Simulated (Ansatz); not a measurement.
# Amorphous Si: valence band and core levels, part 4 of 7

Wanted: XPS lines and valence band of amorphous Si, from a random start taken through short hot and cool dynamics.

Ansatz 0.2.0; DFT, LDA, plane-wave PAW, default files, scalar-relativistic.

So far. Step 4 (Dynamics at 1540 K): Beyond half the shortest lattice vector, 4.2 Å, g(r) counts periodic images.

## 5. Dynamics at 300 K

A short run with the thermostat set to 300 K, starting from rest and too brief to equilibrate, lets it settle further; the cutoff and mesh are cut down, since only a plausible structure is wanted.

File input.yaml:

```yaml
crystal:
  lattice:
    - [8.4978037057, 0.0, 0.0]
    - [0.0, 8.4978037057, 0.0]
    - [0.0, 0.0, 8.4978037057]
  atoms:
    - { symbol: Si, position: [0.5429702467, 0.2742724498, 0.6575708529] }
    - { symbol: Si, position: [0.0694450434, 0.6248006225, 0.5975870818] }
    - { symbol: Si, position: [0.3304872785, 0.1283188171, 0.1851682462] }
    - { symbol: Si, position: [0.681749833, 0.6795406644, 0.0644808254] }
    - { symbol: Si, position: [0.7230971314, 0.8010632581, 0.4278258447] }
    - { symbol: Si, position: [0.7569084162, 1.1501953055, 0.4053521022] }
    - { symbol: Si, position: [0.8464934644, 0.5154695595, 0.3700650034] }
    - { symbol: Si, position: [0.5542586105, 1.0669469567, 0.039193358] }
    - { symbol: Si, position: [0.6348224689, 0.3029676605, -0.096130601] }
    - { symbol: Si, position: [0.2933828847, 0.7899573456, 0.6285316308] }
    - { symbol: Si, position: [0.8598580714, 0.8008592822, 0.6452963208] }
    - { symbol: Si, position: [0.463970483, 0.5313597229, 0.5150385708] }
    - { symbol: Si, position: [0.6237445216, 0.6389911405, 0.7288445266] }
    - { symbol: Si, position: [0.5559417171, 0.5724165252, 0.2550027119] }
    - { symbol: Si, position: [0.5622225145, 0.9357289171, 0.6049218353] }
    - { symbol: Si, position: [0.3356450443, 0.1343007124, 0.5203913013] }
    - { symbol: Si, position: [0.0909760993, 0.2891368709, 0.5544651836] }
    - { symbol: Si, position: [0.0102801956, 0.3581733038, 0.2111192176] }
    - { symbol: Si, position: [0.658513013, 1.3097906986, 0.2539971715] }
    - { symbol: Si, position: [0.3615089449, 0.4475288961, -0.2467871445] }
    - { symbol: Si, position: [0.8219002624, 0.0984798108, 0.659828038] }
    - { symbol: Si, position: [0.9970844254, 0.0132830914, 0.3013638876] }
    - { symbol: Si, position: [0.7344599267, 0.9242675613, -0.1364321679] }
    - { symbol: Si, position: [1.0736475182, 0.9855484403, 0.5877157139] }
    - { symbol: Si, position: [0.9986746193, 0.4132279747, 0.8040756569] }
    - { symbol: Si, position: [0.2234503746, 0.4804637874, 0.3799389715] }
    - { symbol: Si, position: [0.7580082449, 0.4395416185, 0.6369925023] }
    - { symbol: Si, position: [0.7581729884, 0.9273114755, 0.1598016399] }
    - { symbol: Si, position: [0.8125507994, 0.4539397942, 0.048428271] }
    - { symbol: Si, position: [0.3966856955, 0.4024748149, 0.0752896424] }
kpoints:
  mp_grid: { grid: [1, 1, 1] }
scf:
  occupations: { method: fermi_dirac, width: 0.1 }
  n_extra_bands: 21
hamiltonian:
  xc: lda
  pseudopotentials: { kind: paw }
output:
  forces: true
basis:
  ecutwfc: 320
md:
  timestep: 2.5
  n_steps: 80
  ensemble: nvt_langevin
  temperature: 300
  seed: 0
```

Command:

```console
$ ansatz run input.yaml --threads 4 --pin off --max-ram 8192MiB --backend cpu --events-out ev --progress --plain --runs-dir out
```

Numbers of over 12 decimals in the logs are rounded to 6 here.

Output:

```text
[...]
Crystal: 30 atoms, lattice volume = 613.649 Å³
Basis set: ecut = 320 eV, 8025 PW (Γ)
Bands: 81, of which v1, the nominal top of the filled ones, is band 60 counted from 1 (59 counted from 0)
Symmetry: 1 space group operations
k-points: 1
[...]
SCF iter   1: F=—  HF=-18247.576936 eV  |F-HF|=—  |Δ(HF+E_count)|=         —  Δρ=8.60e-3  dr2=8.46e-1  ethr=1.77e-3  ⟨swp⟩=8.0  Hψ=438  notcnv=0
[...]
SCF iter  10: F=-18247.324227 eV  HF=-18247.324227 eV  |F-HF|=7.96e-9  |Δ(HF+E_count)|=   1.43e-8  Δρ=1.24e-6  dr2=2.05e-8  ethr=2.50e-11  ⟨swp⟩=3.0  Hψ=333  notcnv=0
SCF 1 converged in 10 iterations: F = -18247.324227 eV  dr2 = 2.05e-8
[...]
md step     0: t =     0.00 fs  T =     0.0 K  F+E_penalty+E_count = -18247.32422700 eV  E_kin = 0.000000 eV  (10 SCF iters)
[...]
SCF iter   6: F=-18247.468426 eV  HF=-18247.468426 eV  |F-HF|=8.57e-9  |Δ(HF+E_count)|=   5.26e-8  Δρ=1.45e-6  dr2=1.84e-8  ethr=2.16e-11  ⟨swp⟩=4.0  Hψ=361  notcnv=0
SCF 2 converged in 6 iterations: F = -18247.468426 eV  dr2 = 1.84e-8
md step     1: t =     2.50 fs  T =    51.1 K  F+E_penalty+E_count = -18247.46842615 eV  E_kin = 0.198240 eV  (6 SCF iters)
[...]
SCF iter   8: F=-18247.845288 eV  HF=-18247.845288 eV  |F-HF|=2.01e-9  |Δ(HF+E_count)|=   2.24e-9  Δρ=4.80e-7  dr2=3.11e-9  ethr=1.45e-11  ⟨swp⟩=4.0  Hψ=252  notcnv=0
SCF 3 converged in 8 iterations: F = -18247.845288 eV  dr2 = 3.11e-9
[...]
md step     2: t =     5.00 fs  T =   144.9 K  F+E_penalty+E_count = -18247.84528796 eV  E_kin = 0.561746 eV  (8 SCF iters)
[... from here on, the SCF cycles and remarks between the steps are left out ...]
md step     3: t =     7.50 fs  T =   282.3 K  F+E_penalty+E_count = -18248.37287104 eV  E_kin = 1.094756 eV  (8 SCF iters)
md step     4: t =    10.00 fs  T =   441.8 K  F+E_penalty+E_count = -18248.97532310 eV  E_kin = 1.713088 eV  (8 SCF iters)
md step     5: t =    12.50 fs  T =   608.2 K  F+E_penalty+E_count = -18249.56515699 eV  E_kin = 2.358382 eV  (6 SCF iters)
md step     6: t =    15.00 fs  T =   738.6 K  F+E_penalty+E_count = -18250.07051270 eV  E_kin = 2.864009 eV  (6 SCF iters)
md step     7: t =    17.50 fs  T =   804.9 K  F+E_penalty+E_count = -18250.45772969 eV  E_kin = 3.121378 eV  (7 SCF iters)
md step     8: t =    20.00 fs  T =   850.6 K  F+E_penalty+E_count = -18250.72601083 eV  E_kin = 3.298405 eV  (6 SCF iters)
md step     9: t =    22.50 fs  T =   861.0 K  F+E_penalty+E_count = -18250.87975174 eV  E_kin = 3.338673 eV  (6 SCF iters)
md step    10: t =    25.00 fs  T =   907.5 K  F+E_penalty+E_count = -18250.94233545 eV  E_kin = 3.519064 eV  (8 SCF iters)
md step    11: t =    27.50 fs  T =   873.4 K  F+E_penalty+E_count = -18250.93599733 eV  E_kin = 3.386911 eV  (6 SCF iters)
md step    12: t =    30.00 fs  T =   826.2 K  F+E_penalty+E_count = -18250.88033619 eV  E_kin = 3.203783 eV  (5 SCF iters)
md step    13: t =    32.50 fs  T =   760.6 K  F+E_penalty+E_count = -18250.80605298 eV  E_kin = 2.949305 eV  (5 SCF iters)
md step    14: t =    35.00 fs  T =   711.6 K  F+E_penalty+E_count = -18250.74215739 eV  E_kin = 2.759251 eV  (5 SCF iters)
md step    15: t =    37.50 fs  T =   707.0 K  F+E_penalty+E_count = -18250.71380547 eV  E_kin = 2.741411 eV  (5 SCF iters)
md step    16: t =    40.00 fs  T =   690.6 K  F+E_penalty+E_count = -18250.72648133 eV  E_kin = 2.678180 eV  (5 SCF iters)
md step    17: t =    42.50 fs  T =   695.8 K  F+E_penalty+E_count = -18250.77525576 eV  E_kin = 2.698035 eV  (6 SCF iters)
md step    18: t =    45.00 fs  T =   706.0 K  F+E_penalty+E_count = -18250.85411830 eV  E_kin = 2.737761 eV  (6 SCF iters)
md step    19: t =    47.50 fs  T =   664.8 K  F+E_penalty+E_count = -18250.95636836 eV  E_kin = 2.577928 eV  (6 SCF iters)
md step    20: t =    50.00 fs  T =   658.1 K  F+E_penalty+E_count = -18251.07044529 eV  E_kin = 2.552061 eV  (8 SCF iters)
md step    21: t =    52.50 fs  T =   639.7 K  F+E_penalty+E_count = -18251.17028926 eV  E_kin = 2.480631 eV  (6 SCF iters)
md step    22: t =    55.00 fs  T =   646.2 K  F+E_penalty+E_count = -18251.25119726 eV  E_kin = 2.505673 eV  (6 SCF iters)
md step    23: t =    57.50 fs  T =   601.8 K  F+E_penalty+E_count = -18251.31597854 eV  E_kin = 2.333685 eV  (6 SCF iters)
md step    24: t =    60.00 fs  T =   585.7 K  F+E_penalty+E_count = -18251.37014719 eV  E_kin = 2.271328 eV  (6 SCF iters)
md step    25: t =    62.50 fs  T =   593.7 K  F+E_penalty+E_count = -18251.42343564 eV  E_kin = 2.302182 eV  (5 SCF iters)
md step    26: t =    65.00 fs  T =   583.0 K  F+E_penalty+E_count = -18251.48587687 eV  E_kin = 2.260846 eV  (6 SCF iters)
md step    27: t =    67.50 fs  T =   565.0 K  F+E_penalty+E_count = -18251.55606393 eV  E_kin = 2.190858 eV  (6 SCF iters)
md step    28: t =    70.00 fs  T =   560.4 K  F+E_penalty+E_count = -18251.62595554 eV  E_kin = 2.173280 eV  (6 SCF iters)
md step    29: t =    72.50 fs  T =   555.1 K  F+E_penalty+E_count = -18251.68431214 eV  E_kin = 2.152659 eV  (6 SCF iters)
md step    30: t =    75.00 fs  T =   573.8 K  F+E_penalty+E_count = -18251.73053094 eV  E_kin = 2.224890 eV  (8 SCF iters)
md step    31: t =    77.50 fs  T =   596.5 K  F+E_penalty+E_count = -18251.76848738 eV  E_kin = 2.313288 eV  (6 SCF iters)
md step    32: t =    80.00 fs  T =   549.0 K  F+E_penalty+E_count = -18251.81000685 eV  E_kin = 2.128985 eV  (6 SCF iters)
md step    33: t =    82.50 fs  T =   579.8 K  F+E_penalty+E_count = -18251.87745228 eV  E_kin = 2.248371 eV  (6 SCF iters)
md step    34: t =    85.00 fs  T =   573.6 K  F+E_penalty+E_count = -18251.94594874 eV  E_kin = 2.224310 eV  (6 SCF iters)
md step    35: t =    87.50 fs  T =   539.2 K  F+E_penalty+E_count = -18251.99248991 eV  E_kin = 2.090951 eV  (6 SCF iters)
md step    36: t =    90.00 fs  T =   518.2 K  F+E_penalty+E_count = -18252.01893078 eV  E_kin = 2.009506 eV  (6 SCF iters)
md step    37: t =    92.50 fs  T =   474.6 K  F+E_penalty+E_count = -18252.02604502 eV  E_kin = 1.840539 eV  (6 SCF iters)
md step    38: t =    95.00 fs  T =   471.8 K  F+E_penalty+E_count = -18252.02798455 eV  E_kin = 1.829473 eV  (6 SCF iters)
md step    39: t =    97.50 fs  T =   449.9 K  F+E_penalty+E_count = -18252.04069830 eV  E_kin = 1.744660 eV  (6 SCF iters)
[...]
md step    69: t =   172.50 fs  T =   440.2 K  F+E_penalty+E_count = -18252.65310738 eV  E_kin = 1.706905 eV  (6 SCF iters)
md step    70: t =   175.00 fs  T =   405.7 K  F+E_penalty+E_count = -18252.59974294 eV  E_kin = 1.573324 eV  (8 SCF iters)
md step    71: t =   177.50 fs  T =   391.7 K  F+E_penalty+E_count = -18252.54750229 eV  E_kin = 1.519061 eV  (5 SCF iters)
md step    72: t =   180.00 fs  T =   377.4 K  F+E_penalty+E_count = -18252.51011540 eV  E_kin = 1.463453 eV  (5 SCF iters)
md step    73: t =   182.50 fs  T =   377.0 K  F+E_penalty+E_count = -18252.48993804 eV  E_kin = 1.461821 eV  (5 SCF iters)
md step    74: t =   185.00 fs  T =   343.8 K  F+E_penalty+E_count = -18252.48428243 eV  E_kin = 1.333225 eV  (6 SCF iters)
md step    75: t =   187.50 fs  T =   340.0 K  F+E_penalty+E_count = -18252.48817157 eV  E_kin = 1.318375 eV  (5 SCF iters)
md step    76: t =   190.00 fs  T =   347.3 K  F+E_penalty+E_count = -18252.49804392 eV  E_kin = 1.346825 eV  (6 SCF iters)
md step    77: t =   192.50 fs  T =   350.9 K  F+E_penalty+E_count = -18252.50205629 eV  E_kin = 1.360885 eV  (5 SCF iters)
md step    78: t =   195.00 fs  T =   344.1 K  F+E_penalty+E_count = -18252.50498608 eV  E_kin = 1.334421 eV  (5 SCF iters)
md step    79: t =   197.50 fs  T =   335.9 K  F+E_penalty+E_count = -18252.52347658 eV  E_kin = 1.302525 eV  (5 SCF iters)
[...]
SCF iter   8: F=-18252.560651 eV  HF=-18252.560651 eV  |F-HF|=1.25e-9  |Δ(HF+E_count)|=   2.94e-8  Δρ=5.63e-7  dr2=9.20e-9  ethr=2.50e-11  ⟨swp⟩=5.0  Hψ=281  notcnv=0
SCF 81 converged in 8 iterations: F = -18252.560651 eV  dr2 = 9.20e-9
md step    80: t =   200.00 fs  T =   359.1 K  F+E_penalty+E_count = -18252.56065073 eV  E_kin = 1.392687 eV  (8 SCF iters)
SCF converged after 8 iterations
Free energy (F): -18252.560651 eV
[...]
Internal energy: -18252.498275 eV  (E = F + TS)
E sigma→0 (E₀):  -18252.529463 eV
Entropy (-TS):   -0.062376 eV (-2.079 meV/atom)
Fermi energy:    5.914176 eV
[...]
--- Forces (eV/Å), atoms counted from 1 ---
  atom   1  Si     0.38213566     0.94360028     0.39414404
  atom   2  Si    -0.04798833     0.32716941    -0.12141831
  atom   3  Si    -0.25728855     0.58492738     0.48368627
  atom   4  Si    -0.14398450     0.31870261     0.11814067
  atom   5  Si    -0.34286679     0.60858423     0.14630104
  atom   6  Si    -0.25276176    -0.87749404     0.13496093
  atom   7  Si     0.68476636    -0.73548923     0.04597248
  atom   8  Si     0.53425617     0.53097454    -0.28148095
  atom   9  Si     0.83053043     0.08747835     0.13032175
  atom  10  Si     0.20307931     0.05546482     0.17927299
  atom  11  Si     0.61090704    -0.65586284    -0.19043789
  atom  12  Si    -0.39129894    -0.15302297     0.14841961
  atom  13  Si     0.66963417    -0.56153674    -0.28883510
  atom  14  Si     0.89822320    -0.45211524    -0.47413927
  atom  15  Si    -0.59831582    -0.09562710    -0.92827809
  atom  16  Si    -0.20779746    -1.06555715    -0.46811180
  atom  17  Si    -0.48814502     0.35639072    -0.01025222
  atom  18  Si     1.40866614     0.51499639     0.46923007
  atom  19  Si    -1.30088157     0.23163473    -0.46750103
  atom  20  Si    -0.39098875    -0.23914356     0.11704140
  atom  21  Si     0.20376976    -0.30110230     0.56834202
  atom  22  Si    -0.86135986    -0.21885984    -0.50716855
  atom  23  Si     0.01915933     0.38204657     0.67722012
  atom  24  Si    -0.29144421     0.30959793     0.53778018
  atom  25  Si     0.15684924    -0.13404862    -0.70252953
  atom  26  Si    -0.67123822     0.28412563     0.33634419
  atom  27  Si    -0.71378096     0.96140534     0.16021222
  atom  28  Si     0.87743221    -0.36424836     0.39846894
  atom  29  Si    -0.36977340    -0.92461534    -0.15100599
  atom  30  Si    -0.14957994     0.28179528    -0.45453181
  max |Σ_I F_I| component: 1.71e-4 eV/Å
--- MD trajectory: 80 steps, t = 0.0 → 200.0 fs ---
  final state: T = 359.1 K   F+E_penalty+E_count = -18252.56065073 eV   E_kin = 1.392687 eV
```

Wall time 58 s (4 threads of Intel Xeon at 2.80GHz (Skylake/Cascade Lake), shared host); peak memory 0.43 GiB; 2.6 min of CPU time.

The trajectory, sampled:

```
time (fs)  T (K)  potential (meV/atom)
      0.0      0                   0.0
     12.5    608                 -74.7
     27.5    873                -120.4
     40.0    691                -113.4
     52.5    640                -128.2
     67.5    565                -141.1
     80.0    549                -149.5
     92.5    475                -156.7
    107.5    499                -164.5
    120.0    511                -169.8
    132.5    429                -163.0
    147.5    357                -161.0
    160.0    411                -173.1
    172.5    440                -177.6
    187.5    340                -172.1
    200.0    359                -174.5
```

Mean square displacement at the end: Si 0.24 Å².

Positions (Å) and forces (eV/Å) at 200.0 fs:

```xyz
30
Lattice="8.498 0.000 0.000 0.000 8.498 0.000 0.000 0.000 8.498" Properties=species:S:1:pos:R:3:forces:R:3 pbc="T T T"
Si    4.592    2.415    5.063    0.382    0.944    0.394
Si    0.722    4.805    4.570   -0.048    0.327   -0.121
Si    2.984    0.988    2.051   -0.257    0.585    0.484
Si    5.784    5.995    0.220   -0.144    0.319    0.118
Si    5.925    6.854    3.114   -0.343    0.609    0.146
Si    6.032    9.430    3.634   -0.253   -0.877    0.135
Si    7.124    4.751    3.130    0.685   -0.735    0.046
Si    4.914    9.277    0.663    0.534    0.531   -0.281
Si    5.353    2.678   -0.911    0.831    0.087    0.130
Si    2.129    6.786    4.785    0.203    0.055    0.179
Si    7.323    7.019    5.207    0.611   -0.656   -0.190
Si    3.627    4.670    4.372   -0.391   -0.153    0.148
Si    5.154    5.455    6.277    0.670   -0.562   -0.289
Si    4.742    4.760    2.274    0.898   -0.452   -0.474
Si    4.974    7.708    5.369   -0.598   -0.096   -0.928
Si    3.186    0.632    4.622   -0.208   -1.066   -0.468
Si    1.594    2.457    4.886   -0.488    0.356   -0.010
Si   -0.188    3.059    1.707    1.409    0.515    0.469
Si    6.029   11.173    2.117   -1.301    0.232   -0.468
Si    3.034    3.983   -1.883   -0.391   -0.239    0.117
Si    7.085    1.484    5.664    0.204   -0.301    0.568
Si    9.003    0.749    2.122   -0.861   -0.219   -0.507
Si    6.307    8.092   -1.232    0.019    0.382    0.677
Si    9.043    8.664    4.499   -0.291    0.310    0.538
Si    8.704    3.738    6.654    0.157   -0.134   -0.703
Si    2.188    3.449    2.550   -0.671    0.284    0.336
Si    6.710    3.848    5.271   -0.714    0.961    0.160
Si    6.783    8.104    1.240    0.877   -0.364    0.398
Si    7.141    4.127   -0.011   -0.370   -0.925   -0.151
Si    3.519    3.429    0.676   -0.150    0.282   -0.455
```

From the last frames. Pair distribution g(r), Si–Si against r; read off at these points:

r (Å), pair distribution g(r), Si–Si and a bar:
```
     0.04       0.00 
     0.26       0.00 
     0.41       0.00 
     0.63       0.00 
     0.86       0.00 
     1.08       0.00 
     1.23       0.00 
     1.45       0.00 
     1.67       0.00 
     1.90       0.00 
     2.04       0.00 
     2.27       1.06 ########
     2.49       3.41 ##########################
     2.57       3.88 ##############################
     2.64       3.09 ########################
     2.86       0.91 #######
     3.01       1.25 ##########
     3.09       0.69 #####
     3.31       0.67 #####
     3.46       1.07 ########
     3.68       0.96 #######
     3.90       1.22 #########
     4.05       1.10 #########
     4.13       1.32 ##########
     4.28       1.00 ########
     4.50       0.84 ######
     4.72       1.28 ##########
     4.87       1.29 ##########
     5.09       0.94 #######
     5.32       0.93 #######
     5.54       0.87 #######
     5.69       0.99 ########
     5.91       1.03 ########
```

Beyond half the shortest lattice vector, 4.2 Å, g(r) counts periodic images.

This step gave:

```
free energy             : -18252.5607 eV
energy at zero smearing : -18252.5295 eV
smearing term TS        : 0.06238 eV
Fermi energy            : 5.914 eV
gap by band count       : 0.7129 eV
```

(Part 4 of 7 ends here.)

[Logs are printed without paths, hosts, clocks, repeated set-up lines and the standing remarks that a program may print on its own settings, such as how far it seeks lower states.]

[Hosts, paths, dates, database ids (printed as entryN), source tags and the programs' standing remarks are cut or masked in the printed files.]

[Maps of the electrostatic potential energy from Ansatz leave out the sawtooth potential of an applied field or a dipole correction, so their vacuum need not be flat; work functions include it.]
